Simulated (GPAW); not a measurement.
# Sr2MgReO6 (I4/m): the O K absorption edge

What does one-electron theory with a core hole give for the O K edge of Sr2MgReO6 (I4/m)?

Program: GPAW 26.7.0. Level of theory: X-ray absorption from dipole matrix elements to empty bands, plane-wave PAW LDA, without spin-orbit coupling. Results are calculated unless marked as measured.

Report form: the programs' logs are mostly left out.

## 1. Set-up

Symmetry: I4/m, No. 87, tetragonal system. Conventional cell: a = 5.621 Å, b = 5.621 Å, c = 8.036 Å, α = 90.00°, β = 90.00°, γ = 90.00°. Nearest to Re lie 6 O at 1.94 to 1.95 Å. Nearest to Sr lie 12 O at 2.65 to 3.01 Å. Nearest to Mg lie 6 O at 2.07 Å. O has 1 Re at 1.94 Å and 1 Mg at 2.07 Å and 4 Sr at 2.65 to 3.01 Å nearest. Nearest to O lie 1 Re at 1.95 Å and 1 Mg at 2.07 Å and 4 Sr at 2.81 Å. Farther neighbours and most contacts between anions are not listed.

## 2. Ground state of the crystal

The ground state comes first: it tells whether the system has a gap, which decides how the excited electron is treated.

The input, scf.py:

```python
import numpy as np
from ase import Atoms
from ase.parallel import parprint, paropen
from gpaw import GPAW, PW, FermiDirac, Mixer, MixerDif, setup_paths
from gpaw.test import gen
setup_paths.insert(0, '.')
gen('O', name='nch1s', xcname='LDA', corehole=(1, 0, 0), write_xml=True)
from gpaw.mpi import world
world.barrier()

atoms = Atoms('ReSr2MgO6',
    cell=[[-2.810321, 2.810321, 4.018096],
     [2.810321, -2.810321, 4.018096],
     [2.810321, 2.810321, -4.018096]],
    scaled_positions=[[0, 0, 0],
     [0.75, 0.25, 0.5],
     [0.25, 0.75, 0.5],
     [0.5, 0.5, 0],
     [0.2090435, 0.7261565, 0.9352],
     [0.7909565, 0.2738435, 0.0648],
     [0.2738435, 0.2090435, 0.482887],
     [0.7261565, 0.7909565, 0.517113],
     [0.757556, 0.757556, 0],
     [0.242444, 0.242444, 0]],
    pbc=True)
atoms.calc = calc = GPAW(legacy_gpaw=True, mode=PW(500, force_complex_dtype=True), xc='LDA', setups={4: 'nch1s'},
    kpts={'size': (5, 5, 5), 'gamma': True}, occupations=FermiDirac(0.05),
    charge=0, mixer=Mixer(0.1, 5, 50), maxiter=150,
    convergence={'density': 0.0001, 'eigenstates': 1e-6}, txt='scf.txt')
energy = atoms.get_potential_energy() + calc.get_reference_energy()
ef = calc.get_fermi_level()
out = dict(energy=energy, fermi=ef, forces=atoms.get_forces().tolist())
parprint(f'all-electron energy {energy:.4f} eV, Fermi level {ef:.4f} eV')
ev = np.array([[calc.get_eigenvalues(k, s) for k in range(len(calc.get_ibz_k_points()))] for s in range(calc.get_number_of_spins())])
out['homo'], out['lumo'], out['counts'] = ev[ev < ef].max(), ev[ev > ef].min(), sorted(set((ev < ef).sum((0, 2)).tolist()))
out['filled'] = (ev[:, 0] < ef).sum(1).tolist()
import json
with paropen('out.json', 'w') as f:
    json.dump(out, f)
```

Started as:

```console
> OMP_NUM_THREADS=1 mpirun -n 4 gpaw python scf.py
```

Run time: 50 s. Hardware: 4 MPI ranks of Intel Xeon Platinum 8488C (Sapphire Rapids), shared host; peak memory 0.26 GiB.

The mesh shows no gap, so the system is treated as a metal and the core electron is put at the Fermi level (neutral cell).

## 3. Cell without a hole, the energy reference

The photon energy needs a difference of total energies, so the cell and mesh of the coming hole run are first run without a hole.

This run holds the same structure in another cell (a 5.652 → 5.621 Å, b 5.652 → 5.621 Å, α 120.4 → 119.8°, β 120.4 → 60.2°, γ 89.4 → 90.0°).

Edit scf.py of step 2 so:

```diff
@@ -11,18 +11,18 @@
 atoms = Atoms('ReSr2MgO6',
-    cell=[[-2.810321, 2.810321, 4.018096],
-     [2.810321, -2.810321, 4.018096],
-     [2.810321, 2.810321, -4.018096]],
+    cell=[[0, -5.620642, 0],
+     [-5.620642, 0, 0],
+     [2.810321, -2.810321, -4.018096]],
     scaled_positions=[[0, 0, 0],
-     [0.75, 0.25, 0.5],
-     [0.25, 0.75, 0.5],
+     [0.75, 0.75, 0.5],
+     [0.25, 0.25, 0.5],
      [0.5, 0.5, 0],
-     [0.2090435, 0.7261565, 0.9352],
-     [0.7909565, 0.2738435, 0.0648],
-     [0.2738435, 0.2090435, 0.482887],
-     [0.7261565, 0.7909565, 0.517113],
-     [0.757556, 0.757556, 0],
-     [0.242444, 0.242444, 0]],
+     [0.7909565, 0.2738435, 0],
+     [0.2090435, 0.7261565, 0],
+     [0.7261565, 0.7909565, 0],
+     [0.2738435, 0.2090435, 0],
+     [0.757556, 0.242444, 0.484888],
+     [0.242444, 0.757556, 0.515112]],
     pbc=True)
 atoms.calc = calc = GPAW(legacy_gpaw=True, mode=PW(500, force_complex_dtype=True), xc='LDA', setups={4: 'nch1s'},
-    kpts={'size': (5, 5, 5), 'gamma': True}, occupations=FermiDirac(0.05),
+    kpts={'size': (5, 5, 5), 'gamma': True}, occupations=FermiDirac(0.1),
     charge=0, mixer=Mixer(0.1, 5, 50), maxiter=150,
```

Elapsed: 50 s, on 4 MPI ranks; peak memory 0.28 GiB.

Reference energy: -643892.569 eV with the cores included.

## 4. Spectrum with XCH, O atom 5

The holes are 5.6 Å apart. In GPAW the data set carries the hole's charge, so charge=0 means a charged cell and charge=-1 a neutral one. The excited electron is kept in the cell, where it fills the lowest empty states and screens the hole. After the field has converged, empty bands are computed with the density fixed and the dipole matrix elements are summed.

The absorber has 1 Re at 1.94 Å and 1 Mg at 2.07 Å (bent, 165°, site symmetry m).

The input, xas.py:

```python
import numpy as np
from ase import Atoms
from ase.parallel import parprint, paropen
from gpaw import GPAW, PW, FermiDirac, Mixer, MixerDif, setup_paths
from gpaw.test import gen
setup_paths.insert(0, '.')
gen('O', name='fch1s', xcname='LDA', corehole=(1, 0, 1), write_xml=True)
from gpaw.mpi import world
world.barrier()

atoms = Atoms('ReSr2MgO6',
    cell=[[0, -5.620642, 0],
     [-5.620642, 0, 0],
     [2.810321, -2.810321, -4.018096]],
    scaled_positions=[[0, 0, 0],
     [0.75, 0.75, 0.5],
     [0.25, 0.25, 0.5],
     [0.5, 0.5, 0],
     [0.7909565, 0.2738435, 0],
     [0.2090435, 0.7261565, 0],
     [0.7261565, 0.7909565, 0],
     [0.2738435, 0.2090435, 0],
     [0.757556, 0.242444, 0.484888],
     [0.242444, 0.757556, 0.515112]],
    pbc=True)
atoms.calc = calc = GPAW(legacy_gpaw=True, mode=PW(500, force_complex_dtype=True), xc='LDA', setups={4: 'fch1s'},
    kpts={'size': (5, 5, 5), 'gamma': True}, occupations=FermiDirac(0.1),
    charge=-1, mixer=Mixer(0.1, 5, 50), maxiter=150,
    convergence={'density': 0.0001, 'eigenstates': 1e-6}, txt='scf.txt')
energy = atoms.get_potential_energy() + calc.get_reference_energy()
ef = calc.get_fermi_level()
out = dict(energy=energy, fermi=ef, forces=atoms.get_forces().tolist())
parprint(f'all-electron energy {energy:.4f} eV, Fermi level {ef:.4f} eV')
ev = np.array([[calc.get_eigenvalues(k, s) for k in range(len(calc.get_ibz_k_points()))] for s in range(calc.get_number_of_spins())])
out['homo'], out['lumo'], out['counts'] = ev[ev < ef].max(), ev[ev > ef].min(), sorted(set((ev < ef).sum((0, 2)).tolist()))
out['filled'] = (ev[:, 0] < ef).sum(1).tolist()

from ase.units import Ha
from gpaw.xas import dipole_matrix_elements
nb = int(calc.get_number_of_electrons() / 2) + 84
top, nb = nb, nb + 8 + nb // 12
nscf = calc.fixed_density(kpts={'size': (6, 6, 6), 'gamma': True}, nbands=nb,
    convergence={'bands': top, 'eigenstates': 5e-3}, maxiter=60, txt='nscf.txt')
cell = atoms.cell.array
ops = [cell.T @ U.T @ np.linalg.inv(cell.T) for U in nscf.wfs.kd.symmetry.op_scc]
E = np.arange(-6, 34, 0.1)
fwhm = np.interp(E, [4, 25], [0.9, 3.5])
Y, X, zero, highest = 0, 0, 1e9, 1e9
for spin in range(nscf.get_number_of_spins()):
    wfs = nscf.wfs
    mine = wfs.bd.get_slice()  # this rank's bands
    A = dipole_matrix_elements(wfs.setups[4])
    eps = np.zeros((wfs.kd.nibzkpts, nb))
    d = np.zeros((3, A.shape[1], wfs.kd.nibzkpts, nb), complex)
    for kpt in wfs.kpt_u:
        if kpt.s == spin and 4 in kpt.P_ani:
            eps[kpt.k, mine] = kpt.eps_n * Ha
            d[:, :, kpt.k, mine] = (kpt.weight * wfs.nspins / 2) ** 0.5 * np.inner(A, kpt.P_ani[4])
    world.sum(eps)
    world.sum(d)
    T = np.einsum('amkn,bmkn->abkn', d, d.conj()).real
    T = sum(np.einsum('ai,ijkn,bj->abkn', R, T, R) for R in ops) / len(ops)
    empty = eps > ef
    zero, highest = min(zero, eps[empty].min()), min(highest, eps[:, top - 1].min())
    lines = [(eps, T, empty)] if spin == 0 else lines + [(eps, T, empty)]
for eps, T, empty in lines:
    f = np.einsum('aakn->akn', T).reshape(3, -1)
    x = eps.ravel() - zero
    w = np.interp(x, E, fwhm) / 2.35482
    g = np.exp(-0.5 * ((E[:, None] - x) / w) ** 2) / (w * (2 * np.pi) ** 0.5)
    Y = Y + (f * empty.ravel()) @ g.T
    X = X + (f * ~empty.ravel()) @ g.T
out.update(E=E.round(2).tolist(), xas=Y.tolist(), xes=X.tolist(), zero=zero, valid=highest - zero, nk=len(eps), nb=nb)
for i in range(0, len(E), 10):
    parprint(f'{E[i]:7.2f}', *(f'{v:10.3e}' for v in Y[:, i]))
import json
with paropen('out.json', 'w') as f:
    json.dump(out, f)
```

Started as:

```console
> OMP_NUM_THREADS=1 mpirun -n 4 gpaw python xas.py
```

Elapsed: 2.9 min, on 4 MPI ranks; peak memory 0.53 GiB; 12 min of CPU time.

The O K spectrum, O atom 5, excited-electron core hole (neutral cell) (energy from the lowest empty level; intensity scaled to a mean of 1 over the first 20 eV; polarised curves are means over the symmetry-equivalent atoms):

| E (eV) | isotropic | ε ⊥ c | ε ∥ c |
| --- | --- | --- | --- |
| -2.0 | 0.00 | 0.00 | 0.00 |
| -1.0 | 0.01 | 0.01 | 0.02 |
| 0.0 | 0.96 | 0.75 | 1.36 |
| 1.0 | 0.17 | 0.13 | 0.26 |
| 2.0 | 0.01 | 0.01 | 0.02 |
| 3.0 | 0.38 | 0.31 | 0.53 |
| 4.0 | 2.10 | 2.25 | 1.81 |
| 5.0 | 2.91 | 3.32 | 2.09 |
| 6.0 | 1.15 | 1.10 | 1.24 |
| 7.0 | 0.58 | 0.51 | 0.72 |
| 8.0 | 1.12 | 1.19 | 0.97 |
| 9.0 | 1.61 | 1.78 | 1.29 |
| 10.0 | 1.71 | 1.85 | 1.42 |
| 11.0 | 1.68 | 1.92 | 1.20 |
| 12.0 | 1.21 | 1.42 | 0.79 |
| 13.0 | 0.72 | 0.83 | 0.48 |
| 14.0 | 0.43 | 0.48 | 0.34 |
| 15.0 | 0.39 | 0.40 | 0.38 |
| 16.0 | 0.53 | 0.46 | 0.66 |
| 17.0 | 0.72 | 0.56 | 1.05 |
| 18.0 | 0.81 | 0.61 | 1.19 |
| 19.0 | 0.75 | 0.62 | 1.01 |
| 20.0 | 0.69 | 0.65 | 0.75 |
| 21.0 | 0.70 | 0.74 | 0.61 |
| 22.0 | 0.73 | 0.82 | 0.56 |
| 23.0 | 0.76 | 0.85 | 0.57 |
| 24.0 | 0.76 | 0.83 | 0.63 |
| 25.0 | 0.76 | 0.79 | 0.71 |
| 26.0 | 0.76 | 0.74 | 0.80 |
| 27.0 | 0.76 | 0.70 | 0.88 |
| 28.0 | 0.78 | 0.68 | 0.98 |
| 29.0 | 0.81 | 0.67 | 1.08 |
| 30.0 | 0.84 | 0.69 | 1.12 |
| 31.0 | 0.84 | 0.74 | 1.06 |
| 32.0 | 0.84 | 0.81 | 0.90 |

Main maxima below 24 eV (height): 0.2 eV (1.11), 4.7 eV (3.13), 10.5 eV (1.76) and 18.0 eV (0.81). A K edge sees empty p states; the first features are O p mixed into the empty d states of the Re neighbours, and the broad ones above probably into the cations' higher empty bands.

The total-energy difference is 534.00 eV. One term is added: -8.83 eV, since the hole is spin-paired here and a spin-polarised one costs that much less in the free atom (computed apart). The photon energy is then 525.17 eV. The functional leaves an error in such absolute values: in the free atom LDA prices this hole 4.1 eV below PBE (computed apart), and PBE is itself good to a few eV.

## 5. Spectrum with XCH, O atom 9

The holes are 5.6 Å apart. The excited electron is kept in the cell, where it fills the lowest empty states and screens the hole. After the field has converged, empty bands are computed with the density fixed and the dipole matrix elements are summed.

The absorber has 1 Re at 1.95 Å and 1 Mg at 2.07 Å (linear, site symmetry 4).

Edit xas.py of step 4 so:

```diff
@@ -25,3 +25,3 @@
     pbc=True)
-atoms.calc = calc = GPAW(legacy_gpaw=True, mode=PW(500, force_complex_dtype=True), xc='LDA', setups={4: 'fch1s'},
+atoms.calc = calc = GPAW(legacy_gpaw=True, mode=PW(500, force_complex_dtype=True), xc='LDA', setups={8: 'fch1s'},
     kpts={'size': (5, 5, 5), 'gamma': True}, occupations=FermiDirac(0.1),
@@ -51,3 +51,3 @@
     mine = wfs.bd.get_slice()  # this rank's bands
-    A = dipole_matrix_elements(wfs.setups[4])
+    A = dipole_matrix_elements(wfs.setups[8])
     eps = np.zeros((wfs.kd.nibzkpts, nb))
@@ -55,5 +55,5 @@
     for kpt in wfs.kpt_u:
-        if kpt.s == spin and 4 in kpt.P_ani:
+        if kpt.s == spin and 8 in kpt.P_ani:
             eps[kpt.k, mine] = kpt.eps_n * Ha
-            d[:, :, kpt.k, mine] = (kpt.weight * wfs.nspins / 2) ** 0.5 * np.inner(A, kpt.P_ani[4])
+            d[:, :, kpt.k, mine] = (kpt.weight * wfs.nspins / 2) ** 0.5 * np.inner(A, kpt.P_ani[8])
     world.sum(eps)
```

Elapsed: 94 s, on 4 MPI ranks; peak memory 0.41 GiB; 6.2 min of CPU time.

The O K spectrum, O atom 9, excited-electron core hole (neutral cell) (energy from the lowest empty level; intensity scaled to a mean of 1 over the first 20 eV; polarised curves are means over the symmetry-equivalent atoms):

| E (eV) | isotropic | ε ⊥ c | ε ∥ c |
| --- | --- | --- | --- |
| -2.0 | 0.00 | 0.00 | 0.00 |
| -1.5 | 0.00 | 0.00 | 0.00 |
| -1.0 | 0.01 | 0.02 | 0.00 |
| -0.5 | 0.22 | 0.32 | 0.02 |
| 0.0 | 0.91 | 1.33 | 0.08 |
| 0.5 | 0.82 | 1.20 | 0.06 |
| 1.0 | 0.16 | 0.24 | 0.01 |
| 1.5 | 0.01 | 0.01 | 0.00 |
| 2.0 | 0.02 | 0.03 | 0.01 |
| 2.5 | 0.13 | 0.16 | 0.07 |
| 3.0 | 0.50 | 0.53 | 0.44 |
| 3.5 | 1.36 | 1.23 | 1.62 |
| 4.0 | 2.54 | 2.10 | 3.42 |
| 4.5 | 3.12 | 2.59 | 4.19 |
| 5.0 | 2.66 | 2.34 | 3.28 |
| 5.5 | 1.81 | 1.74 | 1.95 |
| 6.0 | 1.02 | 1.06 | 0.93 |
| 6.5 | 0.59 | 0.65 | 0.46 |
| 7.0 | 0.57 | 0.63 | 0.43 |
| 7.5 | 0.79 | 0.77 | 0.84 |
| 8.0 | 1.18 | 0.90 | 1.72 |
| 8.5 | 1.51 | 1.05 | 2.43 |
| 9.0 | 1.59 | 1.19 | 2.38 |
| 9.5 | 1.56 | 1.28 | 2.12 |
| 10.0 | 1.60 | 1.28 | 2.24 |
| 10.5 | 1.64 | 1.22 | 2.49 |
| 11.0 | 1.57 | 1.11 | 2.48 |
| 11.5 | 1.37 | 0.97 | 2.17 |
| 12.0 | 1.12 | 0.78 | 1.78 |
| 12.5 | 0.88 | 0.61 | 1.43 |
| 13.0 | 0.69 | 0.48 | 1.11 |
| 13.5 | 0.54 | 0.40 | 0.81 |
| 14.0 | 0.44 | 0.37 | 0.58 |
| 14.5 | 0.40 | 0.37 | 0.44 |
| 15.0 | 0.41 | 0.43 | 0.37 |
| 15.5 | 0.48 | 0.56 | 0.33 |
| 16.0 | 0.58 | 0.72 | 0.32 |
| 16.5 | 0.69 | 0.88 | 0.32 |
| 17.0 | 0.77 | 0.99 | 0.33 |
| 17.5 | 0.81 | 1.05 | 0.34 |
| 18.0 | 0.82 | 1.05 | 0.36 |
| 18.5 | 0.81 | 1.02 | 0.39 |
| 19.0 | 0.78 | 0.97 | 0.41 |
| 19.5 | 0.76 | 0.92 | 0.44 |
| 20.0 | 0.74 | 0.87 | 0.48 |
| 20.5 | 0.73 | 0.82 | 0.54 |
| 21.0 | 0.72 | 0.77 | 0.61 |
| 21.5 | 0.71 | 0.72 | 0.69 |
| 22.0 | 0.70 | 0.66 | 0.79 |
| 22.5 | 0.70 | 0.61 | 0.87 |
| 23.0 | 0.69 | 0.58 | 0.92 |
| 23.5 | 0.69 | 0.57 | 0.92 |
| 24.0 | 0.67 | 0.57 | 0.88 |
| 24.5 | 0.66 | 0.59 | 0.80 |
| 25.0 | 0.65 | 0.62 | 0.70 |
| 25.5 | 0.64 | 0.66 | 0.61 |
| 26.0 | 0.64 | 0.70 | 0.53 |
| 26.5 | 0.65 | 0.74 | 0.47 |
| 27.0 | 0.67 | 0.79 | 0.43 |
| 27.5 | 0.70 | 0.85 | 0.40 |
| 28.0 | 0.74 | 0.91 | 0.39 |
| 28.5 | 0.78 | 0.97 | 0.40 |
| 29.0 | 0.83 | 1.03 | 0.42 |
| 29.5 | 0.88 | 1.08 | 0.47 |
| 30.0 | 0.92 | 1.10 | 0.55 |
| 30.5 | 0.94 | 1.10 | 0.64 |
| 31.0 | 0.96 | 1.06 | 0.75 |
| 31.5 | 0.96 | 1.00 | 0.87 |
| 32.0 | 0.95 | 0.93 | 1.00 |

Main maxima below 24 eV (height): 0.2 eV (1.04), 4.5 eV (3.12), 10.5 eV (1.64) and 17.9 eV (0.82). 

The total-energy difference is 534.01 eV. With the free-atom term of -8.83 eV for this edge, the photon energy is 525.18 eV.

## 6. The sites side by side

| atom | surroundings | onset shift (eV) | energy of the highest intensity below 16 eV |
| --- | --- | --- | --- |
| 5 | 1 Re at 1.94 Å and 1 Mg at 2.07 Å (bent, 165°, site symmetry m) | +0.00 | 4.7 |
| 9 | 1 Re at 1.95 Å and 1 Mg at 2.07 Å (linear, site symmetry 4) | +0.01 | 4.5 |

On one energy scale, from the first site's zero:

| E (eV) | atom 5 | atom 9 |
| --- | --- | --- |
| -2.0 | 0.00 | 0.00 |
| -1.0 | 0.01 | 0.01 |
| 0.0 | 0.96 | 0.89 |
| 1.0 | 0.17 | 0.18 |
| 2.0 | 0.01 | 0.02 |
| 3.0 | 0.38 | 0.48 |
| 4.0 | 2.10 | 2.51 |
| 5.0 | 2.91 | 2.68 |
| 6.0 | 1.15 | 1.04 |
| 7.0 | 0.58 | 0.56 |
| 8.0 | 1.12 | 1.16 |
| 9.0 | 1.61 | 1.59 |
| 10.0 | 1.71 | 1.60 |
| 11.0 | 1.68 | 1.57 |
| 12.0 | 1.21 | 1.12 |
| 13.0 | 0.72 | 0.69 |
| 14.0 | 0.43 | 0.44 |
| 15.0 | 0.39 | 0.41 |
| 16.0 | 0.53 | 0.58 |
| 17.0 | 0.72 | 0.77 |
| 18.0 | 0.81 | 0.82 |
| 19.0 | 0.75 | 0.79 |
| 20.0 | 0.69 | 0.74 |
| 21.0 | 0.70 | 0.72 |
| 22.0 | 0.73 | 0.70 |
| 23.0 | 0.76 | 0.69 |
| 24.0 | 0.76 | 0.67 |
| 25.0 | 0.76 | 0.65 |
| 26.0 | 0.76 | 0.64 |
| 27.0 | 0.76 | 0.67 |
| 28.0 | 0.78 | 0.73 |
| 29.0 | 0.81 | 0.83 |
| 30.0 | 0.84 | 0.92 |
| 31.0 | 0.84 | 0.96 |
| 32.0 | 0.84 | 0.95 |

## 7. Results

- absorber and edge: O K, atom 5 of the ground-state input (counted from 1)
- surroundings: 1 Re at 1.94 Å and 1 Mg at 2.07 Å (bent, 165°, site symmetry m)
- highest intensity below 16 eV: 4.7 eV above the zero, height 3.13
- photon energy of the zero, with the added terms: 525.2 eV (raw 534.0 eV; LDA puts this hole about 4 eV below PBE, itself good to a few eV)

The O K edge of atom 5, with 1 Re at 1.94 Å and 1 Mg at 2.07 Å (bent, 165°, site symmetry m), has its highest intensity of the first 16 eV at 4.7 eV above the zero, near 530 eV in photon energy (LDA puts this hole about 4 eV below PBE, itself good to a few eV), 3.1 times the mean level of the first 20 eV (Gaussian full width 0.9 eV up to 4 eV, rising linearly to 3.5 eV at 25 eV). The O K spectra of the 2 sites differ in shape by up to 8 % r.m.s. after the best shift, and their zeros spread over 0.01 eV. At the O K edge of atom 5 polarisation matters most near 4.8 eV, where the curves differ by 1.4 on this scale. The primitive cell holds an odd number of electrons, so a spin-paired run has to come out metallic; that is right for a metal, but some such compounds are magnetic or distorted insulators. The holes are only 5.6 Å apart, so the shape is probably not converged with cell size; no larger cell was run here. The mesh is coarse (0.26 Å⁻¹ between points), so small maxima may be mesh ripples. The structure is a computed Materials Project entry and may be a hypothetical form.

[Logs are printed without paths, hosts, clocks, repeated set-up lines and the standing remarks that a program may print on its own settings, such as how far it seeks lower states.]

[Hosts, paths, dates, database ids (printed as entryN), source tags and the programs' standing remarks are cut or masked in the printed files.]

[Lists of maxima count a maximum above −3 eV only where it reaches 4 % of the highest in the window and stands out from its surroundings by 2 % of it (1.5 % where it reaches 55 %); shoulders and weaker maxima are passed over, and of the rest the first, up to two pre-edge ones and the few strongest are named.]
